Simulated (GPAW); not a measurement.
# free-standing triangular Pd monolayer, spacing 2.74 A: parallel, opposed and spinless runs

Aim: find out whether free-standing triangular Pd monolayer, spacing 2.74 A carries moments, and which collinear order costs least.

Calculated with GPAW 26.7.0; LDA; plane waves with GPAW's PAW setups, scalar-relativistic.

## 1. Set-up

The cell holds 1 atom: 1 Pd. Cell: a = 2.740 Å, b = 2.740 Å, c = 14.000 Å, α = 90.0°, β = 90.0°, γ = 120.0°. model lattice. Vacuum lies along c.

## 2. Order 1, typed as ferro +

The parallel start comes first: it fits the smallest cell, keeps the most symmetry and shows whether parallel moments form.

order1.py reads:

```python
import json
import numpy as np
from ase import Atoms
from ase.parallel import paropen, parprint
from gpaw import GPAW

atoms = Atoms(['Pd'],
    cell=[[2.74, 0.0, 0.0],
         [-1.37, 2.37291, 0.0],
         [0.0, 0.0, 14.0]],
    scaled_positions=[[0.0, 0.0, 0.5]],
    pbc=True,
    magmoms=[0.6])
atoms.calc = GPAW(mode={'name': 'pw', 'ecut': 550},
    xc='LDA',
    kpts={'size': (12, 12, 1), 'gamma': True},
    occupations={'name': 'fermi-dirac', 'width': 0.05},
    convergence={'density': 1e-05, 'energy': 1e-05},
    maxiter=200,
    symmetry={'tolerance': 1e-4},
    txt='order1.txt')
e = atoms.get_potential_energy(force_consistent=True)
res = {'free_energy': e, 'energy_sigma0': atoms.get_potential_energy(), 'fermi_energy': atoms.calc.get_fermi_level()}
res['moments'] = atoms.get_magnetic_moments().tolist()
res['total'] = atoms.get_magnetic_moment()
parprint('site moments (muB):', np.round(res['moments'], 3))
parprint(f"total moment: {res['total']:.3f} muB")
parprint(f'free energy: {e:.6f} eV')
atoms.calc.write('order1.gpw')
with paropen('results.json', 'w') as f:
    json.dump(res, f)
```

Run with:

```
$ OMP_NUM_THREADS=1 mpirun -n 2 gpaw python order1.py > order1.log
```

The log of the run:

```text
site moments (muB): [-0.]
total moment: -0.000 muB
free energy: -3.620957 eV

--- order1.txt ---
Input parameters:
  mode=PW(ecut=550),
  convergence={'density': 1e-05, 'energy': 1e-05},
  kpts=MonkhorstPack(size=(12, 12, 1), gamma=True),
  maxiter=200,
  occupations=Occupations(name='fermi-dirac', width=0.05),
  symmetry=Symmetry(tolerance=0.0001),
  xc=XC(name='LDA')

Diagonalizing LCAO Hamiltonian
Converting LCAO to pw mode

       Pd

Atoms  # Å, Bohr magnetons
|   | symbol |        x |        y |        z |    initial magnetic moments |
|---|--------|----------|----------|----------|-----------------------------|
| 0 |     Pd | 0.000000 | 0.000000 | 7.000000 | ( 0.0000,  0.0000,  0.6000) |

Unit cell  # Å
| periodic |         x |        y |         z |   lengths |     angles |
|----------|-----------|----------|-----------|-----------|------------|
|      yes |  2.740000 | 0.000000 |  0.000000 |  2.740000 |  90.000000 |
|      yes | -1.370000 | 2.372910 |  0.000000 |  2.740000 |  90.000000 |
|      yes |  0.000000 | 0.000000 | 14.000000 | 14.000000 | 119.999996 |

Number of symmetries: 24

BZ-sampling:
  Number of BZ points: 144
  Number of IBZ points: 19

  Monkhorst-Pack size: [12, 12, 1]
  Monkhorst-Pack shift: [0.041667, 0.041667, 0.0]

K-points  # in reciprocal-cell coordinates
|     |                                coordinates |     weight |
|-----|--------------------------------------------|------------|
|   0 | ( -0.00000000,  -0.00000000,   0.00000000) | 0.00694444 |
|   1 | (  0.08333333,  -0.00000000,   0.00000000) | 0.04166667 |
|   2 | (  0.16666667,  -0.08333333,   0.00000000) | 0.04166667 |
|   3 | (  0.16666667,  -0.00000000,   0.00000000) | 0.04166667 |
|   4 | (  0.25000000,  -0.08333333,   0.00000000) | 0.08333333 |
|   5 | (  0.25000000,  -0.00000000,   0.00000000) | 0.04166667 |
|   6 | (  0.33333333,  -0.16666667,   0.00000000) | 0.04166667 |
|   7 | (  0.33333333,  -0.08333333,   0.00000000) | 0.08333333 |
|   8 | (  0.33333333,  -0.00000000,   0.00000000) | 0.04166667 |
|   9 | (  0.33333333,   0.33333333,   0.00000000) | 0.01388889 |
| ... |                                            |            |
|  18 | (  0.50000000,   0.50000000,   0.00000000) | 0.02083333 |

Plane wave coefficients: 2692
Cutoff: 550.0 eV

Spin-components: 2 (collinear spins)
Bands:           12
Projectors:      6
Spin-degeneracy: 1
Datatype:        complex128

Parallelization:
  kpt:    2
  domain: 1
  band:   1

Density:
  Valence electrons: 16.0
  Components: 2
  Grid points: [15 15 80]
  Charge: 0.0  # |e|

Potential:
  Grid points: [15 15 80]

species:
  Pd:
    name:    Palladium
    Z:       46.0
    valence: 16
    core:    30
    charge:  0.0  # [|e|]
    compensation charges:
      type: gauss
      rc: 0.38  # [Å]
      lmax: 2
    cutoffs:
      filter: 2.38  # [Å]
      core: 2.28  # [Å]
    projectors
    | kind |    occ | energy [eV] | rcut [Å] |
    |------|--------|-------------|----------|
    |   5s |  0.000 |      -3.604 |    1.228 |
    |   4p |  6.000 |     -51.371 |    1.360 |
    |   5p |  0.000 |      -0.356 |    1.360 |
    |   4d | 10.000 |      -4.308 |    1.228 |
    |    s |        |      23.607 |    1.228 |
    |    d |        |      22.904 |    1.228 |

    Using partial waves for Pd as LCAO basis

Reference energy: -137098.078098  # eV

eigensolver:
  PPCG
  Converge bands: occupied
  niter=2

density mixing:
  MSR1-Mixer
  Pratt-step length: 0.05
  Maximum mixing coefficient: 0.75
  Old densities: 10
  SVD Regularization: 0.005
  Good broyden scale: 1.0
  Trust region scale: 1.0
  Backstep threshold: 4.0
  History deletion threshold: 6.0
  Fourier metric: weight=20.0, sigma=0.015

occupation numbers:
  Fermi-Dirac:
    width: 0.0500  # eV

poisson solver:
  ecut: 4400.0  # eV

xc functional:
  name: None

convergence criteria:
- Maximum integral of absolute [dens]ity change: 1e-05 electrons / valence electron
- Maximum [total energy] change in last 3 cyles: 1e-05 eV / valence electron
- Maximum integral of absolute [eigenst]ate change: 4e-08 eV^2 / valence electron
maximum number of iterations: 200

SCF iterations
|iter     |      energy | eigst |  dens |  magmom |
|---------|-------------|-------|-------|---------|
|iter:   1|       0s |   -3.820980 | +0.29 |       |  +0.5938|
|iter:   2|       1s |   -3.766343 | -0.91 | -1.06 |  +0.5748|
|iter:   3|       2s |   -3.621393 | -1.43 | -1.12 |  +0.4155|
|iter:   4|       2s |   -3.610360 | -2.31 | -1.49 |  +0.2889|
|iter:   5|       3s |   -3.610216 | -3.00 | -1.83 |  +0.1995|
|iter:   6|       4s |   -3.610762 | -3.78 | -2.23 |  +0.1451|
|iter:   7|       5s |   -3.611055 | -4.31 | -2.60 |  +0.0799|
|iter:   8|       6s |   -3.611147 | -4.50 | -2.77 |  +0.0249|
|iter:   9|       6s |   -3.611227 | -4.25 | -2.73 |  -0.0149|
|iter:  10|       7s |   -3.611297c| -4.76 | -2.94 |  -0.0121|
|iter:  11|       8s |   -3.611296c| -5.86 | -3.56 |  -0.0016|
|iter:  12|       9s |   -3.611294c| -7.13 | -4.27 |  -0.0006|
|iter:  13|       9s |   -3.611294c| -7.69c| -4.80 |  -0.0003|
|iter:  14|       9s |   -3.611294c| -7.95c| -5.38c|  -0.0000|

Converged in 14 steps
Energy contributions relative to reference atoms: (reference = -137098.078098)

Energy contributions:
  Kinetic:          -9.827171
  Coulomb:           4.530012
  Zero:             -0.252144
  External:          0.000000
  Xc:                1.947672
  Entropy:          -0.019325
  Spinorbit:         0.000000
  ----------------------------
  Free energy:      -3.620957
  Extrapolated:     -3.611294

dipole moment: (-4.059888, -7.031934, -0.000004)  # |e|*Ang

Total magnetic moment: (0.000000, 0.000000, -0.000012)

Local magnetic moments
|        x |        y |         z |
|----------|----------|-----------|
| 0.000000 | 0.000000 | -0.000011 |  # Pd   0

Fermi level: -3.909
Eigenvalues  # (at kpt = [-0.000, -0.000, 0.000])
| band index |      eig [eV] | occ [0-1] |      eig [eV] | occ [0-1] |
|------------|---------------|-----------|---------------|-----------|
|          0 |       -52.860 |     1.000 |       -52.860 |     1.000 |
|          1 |       -52.860 |     1.000 |       -52.860 |     1.000 |
|          2 |       -52.403 |     1.000 |       -52.403 |     1.000 |
|          3 |        -8.370 |     1.000 |        -8.370 |     1.000 |
|          4 |        -5.874 |     1.000 |        -5.874 |     1.000 |
|          5 |        -5.874 |     1.000 |        -5.874 |     1.000 |
|          6 |        -5.053 |     1.000 |        -5.053 |     1.000 |
|          7 |        -3.802 |     0.106 |        -3.802 |     0.106 |
|          8 |        -3.802 |     0.106 |        -3.802 |     0.106 |
|          9 |        -1.588 |     0.000 |        -1.588 |     0.000 |
|         10 |         2.146 |     0.000 |         2.146 |     0.000 |
|         11 |         3.196 |     0.000 |         3.196 |     0.000 |

No gap
No difference between direct/indirect transitions
```

Elapsed: 13 s, on 2 MPI ranks of Arm Neoverse V1, shared host; peak memory 0.39 GiB.

Numbers from this step:

```yaml
final_state: non-magnetic
```

After 14 cycles the seed has died away: no moment is left.

## 3. Start 2: antiferro q=(0,1/2,0) +-

Reversing part of the moments tests the sign of the couplings between them.

The cell is doubled to 2 atoms to hold this order. Its mesh is chosen so that both cells sample the same points.

order2.py is the script of step 2 with these lines changed:

```diff
@@ -6,12 +6,13 @@
 
-atoms = Atoms(['Pd'],
+atoms = Atoms(['Pd', 'Pd'],
     cell=[[2.74, 0.0, 0.0],
-         [-1.37, 2.37291, 0.0],
+         [-2.74, 4.74582, 0.0],
          [0.0, 0.0, 14.0]],
-    scaled_positions=[[0.0, 0.0, 0.5]],
+    scaled_positions=[[0.0, 0.0, 0.5],
+         [0.0, 0.5, 0.5]],
     pbc=True,
-    magmoms=[0.6])
+    magmoms=[0.6, -0.6])
 atoms.calc = GPAW(mode={'name': 'pw', 'ecut': 550},
     xc='LDA',
-    kpts={'size': (12, 12, 1), 'gamma': True},
+    kpts={'size': (12, 6, 1), 'gamma': True},
     occupations={'name': 'fermi-dirac', 'width': 0.05},
@@ -20,3 +21,3 @@
     symmetry={'tolerance': 1e-4},
-    txt='order1.txt')
+    txt='order2.txt')
 e = atoms.get_potential_energy(force_consistent=True)
@@ -28,3 +29,3 @@
 parprint(f'free energy: {e:.6f} eV')
-atoms.calc.write('order1.gpw')
+atoms.calc.write('order2.gpw')
 with paropen('results.json', 'w') as f:
```

Run with:

```
$ OMP_NUM_THREADS=1 mpirun -n 2 gpaw python order2.py > order2.log
```

The log of the run:

```text
site moments (muB): [-0.  0.]
total moment: 0.000 muB
free energy: -7.241914 eV

--- order2.txt ---
Input parameters:
  mode=PW(ecut=550),
  convergence={'density': 1e-05, 'energy': 1e-05},
  kpts=MonkhorstPack(size=(12, 6, 1), gamma=True),
  maxiter=200,
  occupations=Occupations(name='fermi-dirac', width=0.05),
  symmetry=Symmetry(tolerance=0.0001),
  xc=XC(name='LDA')

Diagonalizing LCAO Hamiltonian
Converting LCAO to pw mode

         Pd
          Pd

Atoms  # Å, Bohr magnetons
|   | symbol |         x |        y |        z |    initial magnetic moments |
|---|--------|-----------|----------|----------|-----------------------------|
| 0 |     Pd |  0.000000 | 0.000000 | 7.000000 | ( 0.0000,  0.0000,  0.6000) |
| 1 |     Pd | -1.370000 | 2.372910 | 7.000000 | ( 0.0000,  0.0000, -0.6000) |

Unit cell  # Å
| periodic |         x |        y |         z |   lengths |     angles |
|----------|-----------|----------|-----------|-----------|------------|
|      yes |  2.740000 | 0.000000 |  0.000000 |  2.740000 |  90.000000 |
|      yes | -2.740000 | 4.745820 |  0.000000 |  5.480001 |  90.000000 |
|      yes |  0.000000 | 0.000000 | 14.000000 | 14.000000 | 119.999996 |

Number of symmetries: 4

BZ-sampling:
  Number of BZ points: 72
  Number of IBZ points: 38

  Monkhorst-Pack size: [12, 6, 1]
  Monkhorst-Pack shift: [0.041667, 0.083333, 0.0]

Plane wave coefficients: 5384
Cutoff: 550.0 eV

Spin-components: 2 (collinear spins)
Bands:           24
Projectors:      12
Spin-degeneracy: 1
Datatype:        complex128

Parallelization:
  kpt:    2
  domain: 1
  band:   1

Density:
  Valence electrons: 32.0
  Components: 2
  Grid points: [15 30 80]
  Charge: 0.0  # |e|

Potential:
  Grid points: [15 30 80]

[... setups left out ...]
Reference energy: -274196.156195  # eV

eigensolver:
  PPCG
  Converge bands: occupied
  niter=2

density mixing:
  MSR1-Mixer
  Pratt-step length: 0.05
  Maximum mixing coefficient: 0.75
  Old densities: 10
  SVD Regularization: 0.005
  Good broyden scale: 1.0
  Trust region scale: 1.0
  Backstep threshold: 4.0
  History deletion threshold: 6.0
  Fourier metric: weight=20.0, sigma=0.015

occupation numbers:
  Fermi-Dirac:
    width: 0.0500  # eV

poisson solver:
  ecut: 4400.0  # eV

xc functional:
  name: None

convergence criteria:
- Maximum integral of absolute [dens]ity change: 1e-05 electrons / valence electron
- Maximum [total energy] change in last 3 cyles: 1e-05 eV / valence electron
- Maximum integral of absolute [eigenst]ate change: 4e-08 eV^2 / valence electron
maximum number of iterations: 200

SCF iterations
|iter     |      energy | eigst |  dens |  magmom |
|---------|-------------|-------|-------|---------|
|iter:   1|       0s |   -7.670347 | +0.29 |       |  +0.0000|
|iter:   2|       7s |   -7.568038 | -0.83 | -1.09 |  +0.0000|
|iter:   3|      14s |   -7.253946 | -1.47 | -1.15 |  +0.0000|
|iter:   4|      21s |   -7.222558 | -2.18 | -1.52 |  +0.0000|
|iter:   5|      28s |   -7.221358 | -3.00 | -1.90 |  -0.0000|
|iter:   6|      35s |   -7.222183 | -3.95 | -2.40 |  +0.0000|
|iter:   7|      42s |   -7.222548 | -4.37 | -2.72 |  -0.0000|
|iter:   8|      48s |   -7.222576 | -5.21 | -3.18 |  +0.0000|
|iter:   9|      55s |   -7.222588c| -5.83 | -3.62 |  -0.0000|
|iter:  10|      63s |   -7.222589c| -6.51 | -4.24 |  +0.0000|
|iter:  11|      70s |   -7.222588c| -7.07 | -4.88 |  +0.0000|
|iter:  12|      75s |   -7.222588c| -7.54c| -5.44c|  +0.0000|

Converged in 12 steps
Energy contributions relative to reference atoms: (reference = -274196.156195)

Energy contributions:
  Kinetic:         -19.654014
  Coulomb:           9.059791
  Zero:             -0.504358
  External:          0.000000
  Xc:                3.895317
  Entropy:          -0.038651
  Spinorbit:         0.000000
  ----------------------------
  Free energy:      -7.241914
  Extrapolated:     -7.222588

dipole moment: (-8.119776, -14.063869, -0.000003)  # |e|*Ang

Total magnetic moment: (0.000000, 0.000000, 0.000000)

Local magnetic moments
|        x |        y |         z |
|----------|----------|-----------|
| 0.000000 | 0.000000 | -0.000000 |  # Pd   0
| 0.000000 | 0.000000 |  0.000000 |  # Pd   1

Fermi level: -3.909
Eigenvalues  # (at kpt = [-0.000, 0.000, 0.000])
| band index |      eig [eV] | occ [0-1] |      eig [eV] | occ [0-1] |
|------------|---------------|-----------|---------------|-----------|
|          0 |       -53.191 |     1.000 |       -53.191 |     1.000 |
|        ... |               |           |               |           |
|          6 |        -8.370 |     1.000 |        -8.370 |     1.000 |
|          7 |        -7.858 |     1.000 |        -7.858 |     1.000 |
|          8 |        -6.274 |     1.000 |        -6.274 |     1.000 |
|          9 |        -5.874 |     1.000 |        -5.874 |     1.000 |
|         10 |        -5.874 |     1.000 |        -5.874 |     1.000 |
|         11 |        -5.053 |     1.000 |        -5.053 |     1.000 |
|         12 |        -4.269 |     0.999 |        -4.269 |     0.999 |
|         13 |        -4.177 |     0.995 |        -4.177 |     0.995 |
|         14 |        -3.802 |     0.106 |        -3.802 |     0.106 |
|         15 |        -3.802 |     0.106 |        -3.802 |     0.106 |
|         16 |        -3.228 |     0.000 |        -3.228 |     0.000 |
|         17 |        -1.588 |     0.000 |        -1.588 |     0.000 |
|         18 |        -0.384 |     0.000 |        -0.384 |     0.000 |
|         19 |         2.146 |     0.000 |         2.146 |     0.000 |
|         20 |         3.196 |     0.000 |         3.196 |     0.000 |
|         21 |         3.710 |     0.000 |         3.710 |     0.000 |
|        ... |               |           |               |           |
|         23 |         4.987 |     0.000 |         4.987 |     0.000 |

No gap
No difference between direct/indirect transitions
```

The job ended after 86 s (2 MPI ranks; peak memory 0.64 GiB).

Numbers from this step:

* final state: non-magnetic

It ends in the same state without moments as the first start; the 5.4e-5 meV between them is numerical noise.

## 4. Order 3, typed as no spin polarisation

A run without seeds gives the zero against which the gain from the moments is read.

nospin.py reads:

```python
import json
import numpy as np
from ase import Atoms
from ase.parallel import paropen, parprint
from gpaw import GPAW

atoms = Atoms(['Pd'],
    cell=[[2.74, 0.0, 0.0],
         [-1.37, 2.37291, 0.0],
         [0.0, 0.0, 14.0]],
    scaled_positions=[[0.0, 0.0, 0.5]],
    pbc=True)
atoms.calc = GPAW(mode={'name': 'pw', 'ecut': 550},
    xc='LDA',
    kpts={'size': (12, 12, 1), 'gamma': True},
    occupations={'name': 'fermi-dirac', 'width': 0.05},
    convergence={'density': 1e-05, 'energy': 1e-05},
    maxiter=200,
    symmetry={'tolerance': 1e-4},
    txt='nospin.txt')
e = atoms.get_potential_energy(force_consistent=True)
res = {'free_energy': e, 'energy_sigma0': atoms.get_potential_energy(), 'fermi_energy': atoms.calc.get_fermi_level()}
parprint(f'free energy: {e:.6f} eV')
atoms.calc.write('nospin.gpw')
with paropen('results.json', 'w') as f:
    json.dump(res, f)
```

Run with:

```
$ OMP_NUM_THREADS=1 mpirun -n 2 gpaw python nospin.py > nospin.log
```

The log of the run:

```text
free energy: -3.620957 eV

--- nospin.txt ---
Input parameters:
  mode=PW(ecut=550),
  convergence={'density': 1e-05, 'energy': 1e-05},
  kpts=MonkhorstPack(size=(12, 12, 1), gamma=True),
  maxiter=200,
  occupations=Occupations(name='fermi-dirac', width=0.05),
  symmetry=Symmetry(tolerance=0.0001),
  xc=XC(name='LDA')

Diagonalizing LCAO Hamiltonian
Converting LCAO to pw mode

       Pd

Atoms  # Å, Bohr magnetons
[...]
|------------|---------------|-----------|
|          0 |       -52.860 |     2.000 |
|          1 |       -52.860 |     2.000 |
|          2 |       -52.403 |     2.000 |
|          3 |        -8.370 |     2.000 |
|          4 |        -5.874 |     2.000 |
[...]
|          8 |        -3.802 |     0.212 |
|          9 |        -1.588 |     0.000 |
|         10 |         2.146 |     0.000 |
|         11 |         3.196 |     0.000 |

No gap
No difference between direct/indirect transitions

[key lines of the parts left out:]
Free energy:      -3.620957
Converged in 13 steps
dipole moment: (-4.059887, -7.031931, -0.000004)  # |e|*Ang
Fermi level: -3.909
```

Elapsed: 7.9 s, on 2 MPI ranks; peak memory 0.34 GiB.

Read from the output:

- final state: non-magnetic (no spin polarisation)

It ends in the same state without moments as the first start; the 1.2e-6 meV between them is numerical noise.

## 5. Another try

An input with a fault is tried, to see how the program answers.

run.py reads:

```python
import json
import numpy as np
from ase import Atoms
from ase.parallel import paropen, parprint
from gpaw import GPAW

atoms = Atoms(['Pd'],
    cell=[[2.74, 0.0, 0.0],
         [-1.37, 2.37291, 0.0],
         [0.0, 0.0, 14.0]],
    scaled_positions=[[0.0, 0.0, 0.5]],
    pbc=True,
    magmoms=[0.6])
atoms.calc = GPAW(mode={'name': 'pw', 'ecut': 550},
    xc='LDA',
    kpts={'size': (12, 12, 1), 'gamma': True},
    occupations={'name': 'fermi-dirac', 'width': 0.05},
    convergence={'density': 1e-05, 'energy': 1e-05},
    setups={0: ':g,5.0'},
    maxiter=100,
    symmetry={'tolerance': 1e-4},
    txt='run.txt')
e = atoms.get_potential_energy(force_consistent=True)
res = {'free_energy': e, 'energy_sigma0': atoms.get_potential_energy(), 'fermi_energy': atoms.calc.get_fermi_level()}
res['moments'] = atoms.get_magnetic_moments().tolist()
res['total'] = atoms.get_magnetic_moment()
parprint('site moments (muB):', np.round(res['moments'], 3))
parprint(f"total moment: {res['total']:.3f} muB")
parprint(f'free energy: {e:.6f} eV')
atoms.calc.write('run.gpw')
with paropen('results.json', 'w') as f:
    json.dump(res, f)
```

Run with:

```
$ OMP_NUM_THREADS=1 mpirun -n 2 gpaw python run.py > run.log
```

The log of the run:

```text
RuntimeError: Setup has 0 radial partial waves with angular momentum quantum number -1. Must be 1 or 2 for DFT+U.
```

The job ended after 13 s (2 MPI ranks; peak memory 0.33 GiB; 15 s of CPU time).

The program refused the input before any cycle.

The program's message: “RuntimeError: Setup has 0 radial partial waves with angular momentum quantum number -1. Must be 1 or 2 for DFT+U.”

The fault put into the input: a U on a shell that the setup lacks.

A U can act only on a shell that has projectors in the setup.

## 6. Ranking

Energies are divided by the number of seeded atoms, so that cells of unlike size compare. Wavevectors q in the names are fractions of the reciprocal vectors of the first run's cell.

Orders:

```
                   start   final state  typed order kept  energy over the lowest (meV a seeded atom)  largest site moment (μB)  net moment (μB a primitive cell)  mesh matched  CPU time (s)
                 ferro +  non-magnetic                no                                           0                         0                                 0           yes         25.54
antiferro q=(0,1/2,0) +-  non-magnetic                no                                     5.38e-5                         0                                 0           yes         171.9
    no spin polarisation  non-magnetic                 -                                           0                         0                                 0           yes         15.62
```

## 7. Summary of results

```yaml
lowest_state_found: non-magnetic (typed ferro +)
largest_site_moment: 0 μB
```

The lowest state carries no moment above 0.15 μB, and no start kept one. Only 3 starts were tried; other collinear patterns, canted and longer-period orders were not.

[Long decimals in the printed logs are rounded to 6 places.]

[Logs and program files are shortened in this print: banners, set-up blocks, solver, clock and traceback lines can be left out without a mark of their own.]

[Logs are printed without paths, hosts, clocks, repeated set-up lines and the standing remarks that a program may print on its own settings, such as how far it seeks lower states.]

[Hosts, paths, dates, database ids (printed as entryN), source tags and the programs' standing remarks are cut or masked in the printed files.]

[Where the starting crystal was built by hand or by swapping elements, it need not be the compound's stable phase.]

[Where a cell is said to come from a database of computed structures, the database is the Materials Project.]

[Runs that the program refused, that were killed for memory or that had too few empty states are not shown or counted.]

[Lattice constants of own cells that a recipe calls measured were typed without a cited source.]
